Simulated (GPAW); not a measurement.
## A Ti chain with an Al atom on top of one atom: relaxation, then transmission at several levels

How well does a Ti chain with an Al atom on top of one atom conduct once its atoms have relaxed, and how much do cheaper levels lose?

Calculated with GPAW 26.7.0; GPAW LCAO, PAW setups; relaxation of the junction within the symmetry of its start, lead ends held, in the first sound run; inputs show where later runs differ.

Most raw output is cut from this account.

## (1) Set-up

The cell holds 18 atoms: 17 Ti and 1 Al. Cell: a = 9.000 Å, b = 9.000 Å, c = 39.100 Å, α = 90.0°, β = 90.0°, γ = 90.0°. Regions: left lead, 8 atoms (8 Ti); channel, 2 atoms (1 Ti and 1 Al); right lead, 8 atoms (8 Ti). Vacuum lies along a and b. The structure is stacked along c, and the current runs across the ab planes.

## (2) Relaxing the atoms

Transmission follows bond lengths closely, so the atoms between the held lead ends are relaxed first, within whatever symmetry the start has.

run.py

```python
import json
from ase import Atoms
from ase.constraints import FixAtoms
from ase.optimize import BFGS
from gpaw import GPAW, FermiDirac

device = Atoms(
    ['Ti', 'Ti', 'Ti', 'Ti', 'Ti', 'Ti', 'Ti', 'Ti', 'Ti', 'Al', 'Ti', 'Ti', 'Ti', 'Ti', 'Ti', 'Ti', 'Ti', 'Ti'],
    positions=[
        [4.50000, 4.50000, 1.15000],
        [4.50000, 4.50000, 3.45000],
        [4.50000, 4.50000, 5.75000],
        [4.50000, 4.50000, 8.05000],
        [4.50000, 4.50000, 10.35000],
        [4.50000, 4.50000, 12.65000],
        [4.50000, 4.50000, 14.95000],
        [4.50000, 4.50000, 17.25000],
        [4.50000, 4.50000, 19.55000],
        [6.74370, 4.50000, 19.55000],
        [4.50000, 4.50000, 21.85000],
        [4.50000, 4.50000, 24.15000],
        [4.50000, 4.50000, 26.45000],
        [4.50000, 4.50000, 28.75000],
        [4.50000, 4.50000, 31.05000],
        [4.50000, 4.50000, 33.35000],
        [4.50000, 4.50000, 35.65000],
        [4.50000, 4.50000, 37.95000]],
    cell=[[9.0, 0.0, 0.0], [0.0, 9.0, 0.0], [0.0, 0.0, 39.1]],
    pbc=True)

device.set_constraint(FixAtoms([0, 1, 2, 3, 4, 5, 6, 11, 12, 13, 14, 15, 16, 17]))
device.calc = GPAW(mode='lcao', basis='dzp', xc='PBE', h=0.18,
                   kpts={'size': (1, 1, 2), 'gamma': True},
                   symmetry={'tolerance': 1e-3, 'extra_ids': [1, 1, 1, 1, 1, 1, 1, 0, 0, 0, 0, 1, 1, 1, 1, 1, 1, 1]},
                   occupations=FermiDirac(0.1), maxiter=250,
                   mixer=dict(beta=0.1, nmaxold=8, weight=100.0),
                   convergence=dict(density=0.0001), txt='relax.txt')
path = []
opt = BFGS(device, maxstep=0.15)
opt.attach(lambda: path.append((device.get_potential_energy(), device.positions.tolist(), device.get_forces().tolist())))
relaxed = bool(opt.run(fmax=0.05, steps=50))
json.dump(dict(relaxed=relaxed, path=path, positions=device.positions.tolist(), moments=device.get_magnetic_moments().tolist(),
               forces=device.get_forces(apply_constraint=False).tolist()), open('result.json', 'w'))
```

On the command line:

```sh
> OMP_NUM_THREADS=1 OPENBLAS_NUM_THREADS=1 python run.py
```

Wall time 1.7 h (1 thread of Arm Neoverse V2, shared host); peak memory 2 GiB.

The steps of the relaxation (22 of 32):

```
step  energy less that of the first step (eV)  largest force (eV/Å)
   1                                   0.0000                3.5156
   2                                  -0.2096                2.6802
   4                                  -0.6666                0.9189
   5                                  -0.7595                1.2591
   7                                  -0.9641                1.4222
   8                                  -1.1763                1.0986
  10                                  -1.3673                0.2597
  11                                  -1.3769                0.1621
  13                                  -1.3784                0.1022
  14                                  -1.3786                0.1215
  16                                  -1.3842                0.0515
  17                                  -1.3828                0.0524
  19                                  -1.3819                0.0685
  20                                  -1.3836                0.1091
  22                                  -1.3923                0.3316
  23                                  -1.4018                0.2343
  25                                  -1.4318                0.1134
  26                                  -1.4338                0.1399
  28                                  -1.4379                0.0948
  29                                  -1.4401                0.1065
  31                                  -1.4361                0.1082
  32                                  -1.4421                0.0467
```

The atoms that moved most (Å):

```
atom     dx     dy      dz  length
Ti11  1.066  0.000  -0.146   1.076
 Ti8  1.066  0.000   0.146   1.076
Al10  0.366  0.000   0.000   0.366
 Ti9  0.008  0.000   0.000   0.008
```

The relaxation lowered the energy of the cell by 1.44 eV (energies extrapolated to zero smearing; the optimiser's log prints free energies). The largest force left on a free atom is 0.047 eV/Å.

## (3) Double-zeta polarised basis

The script solves lead and junction separately, takes H and S in the orbital basis, and joins semi-infinite leads through their self-energies; the dzp basis is the working standard.

This step: GPAW LCAO, PAW setups; Landauer transmission from Green's functions with principal layers (ASE), zero bias (GPAW 26.7.0).

run.py

```python
import json
import numpy as np
from ase import Atoms
from ase.transport.calculators import TransportCalculator
from gpaw import GPAW, FermiDirac
from gpaw.lcao.tools import get_lcao_hamiltonian
from scipy.linalg import eigh

# The junction with lead layers at both ends, along the third cell vector
device = Atoms(
    ['Ti', 'Ti', 'Ti', 'Ti', 'Ti', 'Ti', 'Ti', 'Ti', 'Ti', 'Al', 'Ti', 'Ti', 'Ti', 'Ti', 'Ti', 'Ti', 'Ti', 'Ti'],
    positions=[
        [4.50000, 4.50000, 1.15000],
        [4.50000, 4.50000, 3.45000],
        [4.50000, 4.50000, 5.75000],
        [4.50000, 4.50000, 8.05000],
        [4.50000, 4.50000, 10.35000],
        [4.50000, 4.50000, 12.65000],
        [4.50000, 4.50000, 14.95000],
        [5.56598, 4.50000, 17.39616],
        [4.50797, 4.50000, 19.55000],
        [7.10962, 4.50000, 19.55000],
        [5.56598, 4.50000, 21.70384],
        [4.50000, 4.50000, 24.15000],
        [4.50000, 4.50000, 26.45000],
        [4.50000, 4.50000, 28.75000],
        [4.50000, 4.50000, 31.05000],
        [4.50000, 4.50000, 33.35000],
        [4.50000, 4.50000, 35.65000],
        [4.50000, 4.50000, 37.95000]],
    cell=[[9.0, 0.0, 0.0], [0.0, 9.0, 0.0], [0.0, 0.0, 39.1]],
    pbc=True)

# One principal layer of the lead: the first 5 atoms of the device
lead = Atoms(
    ['Ti', 'Ti', 'Ti', 'Ti', 'Ti'],
    positions=[
        [4.50000, 4.50000, 1.15000],
        [4.50000, 4.50000, 3.45000],
        [4.50000, 4.50000, 5.75000],
        [4.50000, 4.50000, 8.05000],
        [4.50000, 4.50000, 10.35000]],
    cell=[[9.0, 0.0, 0.0], [0.0, 9.0, 0.0], [0.0, 0.0, 11.5]],
    pbc=True)

settings = dict(mode='lcao', basis='dzp', xc='PBE', h=0.2,
                occupations=FermiDirac(0.1), maxiter=250,
                mixer=dict(beta=0.1, nmaxold=8, weight=100.0),
                convergence=dict(density=0.0001))
energies = np.arange(-2, 2 + 1e-9, 0.025)
eta = 0.0001
n1, n2 = 1, 1
# k and -k transmit alike, so half of the mesh across the current serves
mesh = [(i, j) for i in range(n1) for j in range(n2) if (i, j) <= (-i % n1, -j % n2)]
weights = np.array([1 if (i, j) == (-i % n1, -j % n2) else 2 for i, j in mesh]) / (n1 * n2)


def ground_state(atoms, size, txt):
    atoms.calc = GPAW(kpts={'size': size, 'gamma': True}, symmetry={'tolerance': 1e-3}, txt=txt, **settings)
    atoms.get_potential_energy()
    return atoms.calc.get_fermi_level()


def blocks(atoms, fermi, points, nz, cells):
    """H - E_F S and S between cell 0 and the cells above it, at each point across the current."""
    kz = np.arange(nz) / nz
    calc = atoms.calc.fixed_density(kpts=[(*k, z) for k in points for z in kz], symmetry='off', txt=None)
    H, S = get_lcao_hamiltonian(calc)
    H = (H - fermi * S).reshape(len(H), len(points), nz, *S.shape[1:])
    S = S.reshape(H.shape[1:])
    phases = [np.exp(-2j * np.pi * kz * R) / nz for R in cells]
    return [(np.einsum('skzij,z->ksij', H, p), np.einsum('kzij,z->kij', S, p)) for p in phases]


def pair(a, b):
    return np.block([[a, b], [b.T.conj(), a]])


def count_channels(h, s, cells, nk=240):
    """Half the number of times that the lead's bands cross each energy, unfolded to its shortest repeat."""
    b = len(h) // cells
    bands = []
    for k in (np.arange(nk + 1) + 0.5) / nk:
        hk, sk = h[:b, :b].copy(), s[:b, :b].copy()
        for R in range(1, cells):
            phase, block = np.exp(2j * np.pi * k * R), slice(R * b, (R + 1) * b)
            hk += h[:b, block] * phase + (h[:b, block] * phase).T.conj()
            sk += s[:b, block] * phase + (s[:b, block] * phase).T.conj()
        w, u = eigh(sk)
        x = u[:, w > 1e-5] / w[w > 1e-5]**0.5  # drop near-dependent combinations
        bands.append(np.r_[eigh(x.T.conj() @ hk @ x, eigvals_only=True), [1e9] * (w <= 1e-5).sum()])
    below = np.array(bands)[:, :, None] < energies
    return (below[1:] != below[:-1]).sum((0, 1)) / 2


fermi_lead = ground_state(lead, (1, 1, 10), 'lead.txt')
fermi_device = ground_state(device, (1, 1, 2), 'device.txt')
T, channels, eigen, tail, misfit, shifts = [], [], [], 0.0, 0.0, []
for first in range(0, len(mesh), 342):
    points = [(i / n1, j / n2) for i, j in mesh[first:first + 342]]
    (H0k, S0k), (H1k, S1k), (H2k, _) = blocks(lead, fermi_lead, points, 5, range(3))
    [(Hk, Sk)] = blocks(device, fermi_device, points, 2, [0])
    tail = max(tail, abs(H2k).max())
    for H0, S0, H1, S1, H, S in zip(H0k, S0k, H1k, S1k, Hk, Sk):
        n = len(S0)
        # Shift the lead onto the potential of the device's first layer
        shift = ((H[:, 0, 0] - H0[:, 0, 0]) / S0[0, 0]).real.mean()
        shifts.append(shift)
        misfit = max(misfit, abs(H[:, :n, :n] - H0 - shift * S0).max())
        Tk, Ck, Ek = [], [], []
        for s in range(len(H)):
            t = s % len(H0)  # a lead without moments serves both spins
            h1, s1 = pair(H0[t] + shift * S0, H1[t] + shift * S1), pair(S0, S1)
            leads = dict(h1=h1, s1=s1, energies=energies, eta=eta, eta1=eta, eta2=eta)
            calc = TransportCalculator(h=H[s], s=S, eigenchannels=3, **leads)
            Tk.append(calc.get_transmission())
            Ek.append(np.sort(calc.eigenchannels_ne, axis=0)[::-1])
            Ck.append(count_channels(h1, s1, 10))
        T.append(Tk)
        channels.append(Ck)
        eigen.append(Ek)
T, channels = np.array(T), np.array(channels)
mean, open_channels = np.einsum('kse,k->se', T, weights), np.einsum('kse,k->se', channels, weights)

print(f'basis functions: device {len(S)}, principal layer {n}')
print(f'Fermi level: lead {fermi_lead:.4f} eV, device {fermi_device:.4f} eV; lead shifted by {np.mean(shifts):.4f} eV')
print(f'largest coupling past the next layer {tail:.2e} eV, largest misfit of the first layer {misfit:.3f} eV')
print('  E-E_F (eV)   ' + 'T (one spin)  channels')
for e, t, c in zip(energies, mean.T, open_channels.T):
    print(f'{e:10.3f}  ', *[f'{x:11.4e}' for x in t], *[f'{x:9.4f}' for x in c])

kT = 8.617333e-5 * 300
fine = np.linspace(energies[0], energies[-1], 4001)
both = np.exp(np.interp(fine, energies, np.log(np.maximum(mean.sum(0) * 2 / len(mean), 1e-30))))
fermi = lambda mu: 1 / (1 + np.exp(np.clip((fine - mu) / kT, -200, 200)))
slope = fermi(0) * (1 - fermi(0)) / kT
G = np.trapezoid(both * slope, fine) / 2
seebeck = -np.trapezoid(both * slope * fine, fine) / (2 * G * 300) * 1e6
print(f'conductance at 300 K: {G:.5g} G0 a cell; thermopower {seebeck:.4g} uV/K')
bias = [0.1, 0.2, 0.5, 1.0, 1.5, 2.0]
current = [38.74 * np.trapezoid(both * (fermi(V / 2) - fermi(-V / 2)), fine) for V in bias]
for V, I in zip(bias, current):
    print(f'current from the zero-bias T(E) at {V} V: {I:.5g} uA')
zero = abs(energies).argmin()
json.dump(dict(energies=energies.tolist(), T=mean.tolist(), channels=open_channels.tolist(), G=G, seebeck=seebeck,
               bias=bias, current=current, tail=tail, misfit=misfit, shift=np.mean(shifts), n_device=len(S), n_lead=n,
               fermi=[fermi_lead, fermi_device], energy=device.get_potential_energy(),
               moments=device.get_magnetic_moments().tolist(), mesh=mesh, weights=weights.tolist(),
               T_k=T[:, :, zero].tolist(), eigen=np.array(eigen[0]).tolist()), open('result.json', 'w'))
```

Wall time 4.3 min (1 thread); peak memory 1.5 GiB.

Numbers from this step:

| Item | Value |
| --- | --- |
| conductance | 1.230 G₀ |
| largest coupling past the next principal layer | 1.94e-7 eV |
| largest misfit of the first principal layer | 0.04677 eV |
| shift that aligns the lead | 0.001649 eV |
| basis functions of the junction | 506 |
| basis functions of a principal layer | 145 |
| transmission at the Fermi level (one spin) | 1.245 |

One spin. The transmission, zone mean by energy, zero at the Fermi level:

energy (eV), transmission, zone mean and a bar:
```
   -2.000       0.36 ###
   -1.800       0.34 ###
   -1.600       0.19 ##
   -1.400       0.02 
   -1.200       0.10 #
   -1.000       0.58 ######
   -0.800       0.92 #########
   -0.675       2.10 #####################
   -0.600       1.84 ##################
   -0.400       1.92 ###################
   -0.375       2.16 #####################
   -0.200       1.15 ###########
   -0.025       1.40 ##############
    0.000       1.25 ############
    0.200       1.96 ###################
    0.400       2.41 ########################
    0.550       3.02 ##############################
    0.600       2.89 #############################
    0.800       2.68 ###########################
    1.000       1.25 ############
    1.200       0.53 #####
    1.400       1.27 #############
    1.600       0.79 ########
    1.800       0.31 ###
    2.000       0.81 ########
```

Not self-consistent under bias; the bias window is split evenly. Current through one cell, from the zero-bias transmission against bias:

```
bias (V)  current through one cell, from the zero-bias transmission (μA)
   0.100                                                            9.67
   0.200                                                            20.1
   0.500                                                            55.4
   1.000                                                             134
   1.500                                                             224
   2.000                                                             284
```

The transmission of the three most open eigenchannels by energy, zero at the Fermi level:

```
energy (eV)  channel 1  channel 2  channel 3
     -2.000      0.359     4.8e-6          0
     -1.800      0.344     4.9e-6          0
     -1.600      0.193     4.9e-6          0
     -1.400     0.0234     4.8e-6    1.3e-12
     -1.200     0.0958    0.00740     4.5e-4
     -1.000      0.471     0.0912     0.0100
     -0.800      0.769     0.0797     0.0552
     -0.600      0.945      0.464      0.394
     -0.400      0.978      0.476      0.414
     -0.200      0.925      0.157     0.0542
      0.000      0.746      0.201      0.151
      0.200      0.605      0.603      0.314
      0.400      0.744      0.664      0.374
      0.600      0.989      0.845      0.787
      0.800      0.964      0.894      0.739
      1.000      0.484      0.473      0.268
      1.200      0.300      0.128     0.0742
      1.400      0.934      0.222      0.114
      1.600      0.635      0.160     4.9e-6
      1.800      0.223     0.0898     4.9e-6
      2.000      0.759     0.0484     4.8e-6
```

Couplings past the next layer reach 1.9e-7 eV, small enough to drop; the matrix elements of the cell's first layer differ from the bulk lead's by up to 0.047 eV. That layer keeps its own values in the calculation, and only beyond it is the lead taken as perfect. The Fermi levels of lead and junction count from different zeros of potential, one for each periodic cell; with both set to zero, the small remaining shift is what aligns them. By hand: G = 1.230 × 77.48 μS = 95.3 μS, a resistance of 10.5 kΩ; at 0.1 V a linear junction would pass 9.53 μA, and the integral over the bias window gives 9.67 μA.

## (4) Single-zeta polarised basis

The second zeta is dropped, the polarisation orbitals stay.

run.py: that of step 3 with these lines changed.

```diff
@@ -45,3 +45,3 @@
 
-settings = dict(mode='lcao', basis='dzp', xc='PBE', h=0.2,
+settings = dict(mode='lcao', basis='szp(dzp)', xc='PBE', h=0.2,
                 occupations=FermiDirac(0.1), maxiter=250,
```

Wall time 2.3 min (1 thread); peak memory 1.4 GiB.

Numbers from this step:

| Property | Result |
| --- | --- |
| conductance | 1.316 G₀ |
| largest coupling past the next principal layer | 2.02e-7 eV |
| largest misfit of the first principal layer | 0.03618 eV |
| shift that aligns the lead | 0.005214 eV |
| basis functions of the junction | 281 |
| basis functions of a principal layer | 80 |
| transmission at the Fermi level (one spin) | 1.393 |

One spin. The transmission, zone mean by energy, zero at the Fermi level:

energy (eV), transmission, zone mean and a bar:
```
   -2.000       0.34 ####
   -1.800       0.25 ###
   -1.600       0.08 #
   -1.400       0.00 
   -1.200       0.21 ##
   -1.000       0.58 ######
   -0.800       0.95 ##########
   -0.675       2.05 ######################
   -0.600       1.72 ###################
   -0.475       1.97 #####################
   -0.400       1.78 ###################
   -0.325       2.02 ######################
   -0.200       1.17 #############
    0.000       1.39 ###############
    0.200       1.84 ####################
    0.400       2.27 #########################
    0.525       2.75 ##############################
    0.600       2.57 ############################
    0.650       2.53 ############################
    0.800       2.22 ########################
    1.000       1.08 ############
    1.200       0.49 #####
    1.400       0.33 ####
    1.600       0.75 ########
    1.800       0.40 ####
    2.000       0.34 ####
```

Not self-consistent under bias; the bias window is split evenly. The current through one cell, from the zero-bias transmission by bias:

```
bias (V)  current through one cell, from the zero-bias transmission (μA)
   0.100                                                            10.1
   0.200                                                            20.3
   0.500                                                            54.2
   1.000                                                             130
   1.500                                                             211
   2.000                                                             265
```

Table of transmission of the three most open eigenchannels by energy, zero at the Fermi level:

```
energy (eV)  channel 1  channel 2  channel 3
     -2.000      0.343     5.4e-7          0
     -1.900      0.315     5.5e-7          0
     -1.800      0.252     5.6e-7          0
     -1.700      0.168     5.7e-7          0
     -1.600     0.0830     5.7e-7          0
     -1.500     0.0202     4.6e-7          0
     -1.400     2.3e-4     1.1e-5          0
     -1.300     0.0599    0.00466     5.5e-7
     -1.200      0.200    0.00750     9.0e-5
     -1.100      0.417     0.0117     6.4e-4
     -1.000      0.534     0.0314    0.00795
     -0.900      0.688     0.0356     0.0113
     -0.800      0.796     0.0759     0.0677
     -0.700      0.942      0.887      0.170
     -0.600      0.934      0.435      0.314
     -0.500      0.979      0.748      0.166
     -0.400      0.978      0.567      0.176
     -0.300      0.947      0.193      0.167
     -0.200      0.946      0.178     0.0311
     -0.100      0.985      0.213     0.0670
      0.000      0.838      0.273      0.171
      0.100      0.483      0.468      0.270
      0.200      0.701      0.502      0.308
      0.300      0.742      0.535      0.358
      0.400      0.694      0.594      0.458
      0.500      0.748      0.701      0.664
      0.600      0.974      0.755      0.713
      0.700      0.915      0.745      0.568
      0.800      0.993      0.635      0.582
      0.900      0.983      0.563      0.521
      1.000      0.480      0.372      0.199
      1.100      0.345      0.144      0.103
      1.200      0.278     0.1000     0.0965
      1.300      0.405      0.233     0.0882
      1.400      0.216     0.0888     0.0192
      1.500      0.282      0.254     3.6e-7
      1.600      0.589      0.156     1.0e-6
      1.700      0.872      0.169     1.5e-6
      1.800      0.233      0.168     1.8e-6
      1.900      0.728    0.00859     1.7e-6
      2.000      0.315     0.0279     2.6e-6
```

The conductance, 1.32 G₀, lies 7.0 % above that of the dzp run.

[end of part 1 of 3]

[Logs are printed without paths, hosts, clocks, repeated set-up lines and the standing remarks that a program may print on its own settings, such as how far it seeks lower states.]

[Hosts, paths, dates, database ids (printed as entryN), source tags and the programs' standing remarks are cut or masked in the printed files.]
